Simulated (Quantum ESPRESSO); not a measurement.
# Collinear magnetic orders of MnNi3 with Quantum ESPRESSO, part 2 of 2

A self-consistent run ends on one state, which hangs on the start. Several orders of MnNi3 are started in Quantum ESPRESSO and their energies compared.

Quantum ESPRESSO 7.5; PBEsol; plane waves with GBRV 1.5 PBEsol potentials, no spin-orbit coupling.

So far, absolute magnetization (μB): step 2 (run 1 (ferro ++++)) 5.25.

### 3. Run 2, typed as ferri ++−− (continued)

Valence density in the ac plane at fractional y = 0.000, with atoms of Mn and Ni within 0.2 Å of it. It is the smooth field of the valence electrons, not physical close to the nuclei.

Ten even steps from '_' (0 e/Å³) to '@' (38 e/Å³), each cell a mean:
```
==--..__________________..==
::..______________________..
____________________________
____________________________
____________....____________
__________..++##==__________
__________--%%@@##..________
__________::**%%++..________
____________::--..__________
____________________________
____________________________
..________________________..
==--____________________..--
::==..__________________::==
```
Columns run along a (3.6 Å), rows up along c (3.6 Å). Atoms in or near the plane, at fractional coordinates: Mn at (0.00, 0.00), Ni at (0.50, 0.50).

### 4. Run 3 (ferri +−−−)

File pw.in:

```
&CONTROL
  calculation = 'scf'
  prefix = 'pwscf'
  outdir = './tmp'
  pseudo_dir = './pseudo'
  disk_io = 'nowf'
/
&SYSTEM
  ibrav = 0
  nat = 4
  ntyp = 2
  ecutwfc = 40
  ecutrho = 280
  nbnd = 45
  occupations = 'smearing'
  smearing = 'fd'
  degauss = 0.00734986
  nspin = 2
  starting_magnetization(1) = 0.2333
  starting_magnetization(2) = -0.0556
/
&ELECTRONS
  conv_thr = 8d-09
  electron_maxstep = 150
  mixing_beta = 0.3
/
ATOMIC_SPECIES
Mn     54.9380 mn_pbesol_v1.5.uspp.F.UPF
Ni     58.6934 ni_pbesol_v1.4.uspp.F.UPF
CELL_PARAMETERS angstrom
   3.5930000000    0.0000000000    0.0000000000
   0.0000000000    3.5930000000    0.0000000000
   0.0000000000    0.0000000000    3.5930000000
ATOMIC_POSITIONS crystal
Mn      0.0000000000    0.0000000000    0.0000000000
Ni      0.0000000000    0.5000000000    0.5000000000
Ni      0.5000000000    0.0000000000    0.5000000000
Ni      0.5000000000    0.5000000000    0.0000000000
K_POINTS automatic
8 8 8 0 0 0
```

Launch:

```bash
$ OMP_NUM_THREADS=1 mpirun -n 4 pw.x -nk 4 -in pw.in > pw.out
```

The program printed:

```text
     [... lines left out ...]
Program PWSCF v.7.5 starts
     [... lines left out ...]
     number of atoms/cell      =            4
     [... lines left out ...]
     number of electrons       =        69.00
     number of Kohn-Sham states=           45
     kinetic-energy cutoff     =      40.0000  Ry
     charge density cutoff     =     280.0000  Ry
     scf convergence threshold =      8.0E-09
     [... lines left out ...]
     48 Sym. Ops., with inversion, found
     [... lines left out ...]
     number of k points=    35  Fermi-Dirac smearing, width (Ry)=  0.0073
     [... lines left out ...]
     iteration # 29     ecut=    40.00 Ry     beta= 0.30
     [... lines left out ...]
     Magnetic moment per site  (integrated on atomic sphere of radius R)
     atom   1 (R=0.292)  charge= 13.3422  magn=  3.1971
     atom   2 (R=0.292)  charge= 16.8038  magn=  0.5610
     atom   3 (R=0.292)  charge= 16.8038  magn=  0.5610
     atom   4 (R=0.292)  charge= 16.8038  magn=  0.5610
     [... lines left out ...]
     the Fermi energy is    16.8203 ev
!    total energy              =   -1240.35552630 Ry
     estimated scf accuracy    <          2.9E-09 Ry
     smearing contrib. (-TS)   =      -0.01060545 Ry
     [... lines left out ...]
     total magnetization       =     4.86 Bohr mag/cell
     absolute magnetization    =     5.25 Bohr mag/cell
     convergence has been achieved in  29 iterations
```

The job ended after 37 s (4 MPI ranks of Intel Xeon Platinum 8488C (Sapphire Rapids), shared host; peak memory 0.41 GiB).

Spin moment in the atom's sphere by atom:

| atom | spin moment in the atom's sphere (μB) |
| --- | --- |
| Mn1 | 3.20 |
| Ni2 | 0.56 |
| Ni3 | 0.56 |
| Ni4 | 0.56 |

Numbers from this step:

```yaml
smearing_term_ts: 0.1443 eV
magnetization: 4.863 μB
absolute_magnetization: 5.253 μB
final_state: ferromagnetic
```

The typed signs were not kept.

### 5. Run 4, typed as no spin polarisation

pw.in, as its differences from that of step 4:

```diff
@@ -13,3 +13,3 @@
   ecutrho = 280
-  nbnd = 45
+  nbnd = 44
   occupations = 'smearing'
@@ -17,5 +17,2 @@
   degauss = 0.00734986
-  nspin = 2
-  starting_magnetization(1) = 0.2333
-  starting_magnetization(2) = -0.0556
 /
```

The program printed:

```text
     [... lines left out ...]
Program PWSCF v.7.5 starts
     [... lines left out ...]
     number of atoms/cell      =            4
     [... lines left out ...]
     number of electrons       =        69.00
     number of Kohn-Sham states=           44
     kinetic-energy cutoff     =      40.0000  Ry
     charge density cutoff     =     280.0000  Ry
     scf convergence threshold =      8.0E-09
     [... lines left out ...]
     48 Sym. Ops., with inversion, found
     [... lines left out ...]
     number of k points=    35  Fermi-Dirac smearing, width (Ry)=  0.0073
     [... lines left out ...]
     iteration # 17     ecut=    40.00 Ry     beta= 0.30
     [... lines left out ...]
     the Fermi energy is    16.9052 ev
!    total energy              =   -1240.27995290 Ry
     estimated scf accuracy    <          8.0E-10 Ry
     smearing contrib. (-TS)   =      -0.02482082 Ry
     [... lines left out ...]
     convergence has been achieved in  17 iterations
```

Wall time 12 s (4 MPI ranks); peak memory 0.36 GiB.

Read from the output:

| Property | Result |
| --- | --- |
| smearing term TS | 0.3377 eV |
| final state | non-magnetic (no spin polarisation) |

### 6. Energies of the orders

An order is kept where moments of 0.15 μB or more survive with the typed signs; meshes match where a doubled cell samples the same k points as the first cell.

Orders:

| start | final state | typed order kept | energy over the lowest (meV a seeded atom) | largest site moment (μB) | net moment (μB a cell of the first run) | mesh matched | CPU time (s) |
| --- | --- | --- | --- | --- | --- | --- | --- |
| ferro ++++ | ferromagnetic | yes | 0 | 3.197 | 4.863 | yes | 110.7 |
| ferri ++-- | ferromagnetic | no | 0 | 3.197 | 4.863 | yes | 237.8 |
| ferri +--- | ferromagnetic | no | 0 | 3.197 | 4.863 | yes | 148.5 |
| no spin polarisation | non-magnetic | - | 257.1 | 0 | 0 | yes | 47.29 |

### 7. Summary of results

| Property | Result |
| --- | --- |
| lowest state found | ferromagnetic (from ferro ++++, ferri ++-- and ferri +---) |
| largest site moment | 3.20 μB |
| state without moments | 257 meV a seeded atom higher |

**Reading.** 2 starts left the typed signs, so such an energy belongs to the state reached, not the one typed. This is the lowest of 4 collinear or spinless starts, no proof of the ground state. Energies are free energies at an electronic temperature of 1160 K, which lowers moments and differences where the moments are itinerant.

[Logs and program files are shortened in this print: banners, set-up blocks, solver, clock and traceback lines can be left out without a mark of their own.]

[Logs are printed without paths, hosts, clocks, repeated set-up lines and the standing remarks that a program may print on its own settings, such as how far it seeks lower states.]

[Hosts, paths, dates, database ids (printed as entryN), source tags and the programs' standing remarks are cut or masked in the printed files.]

[Where a cell is said to come from a database of computed structures, the database is the Materials Project.]
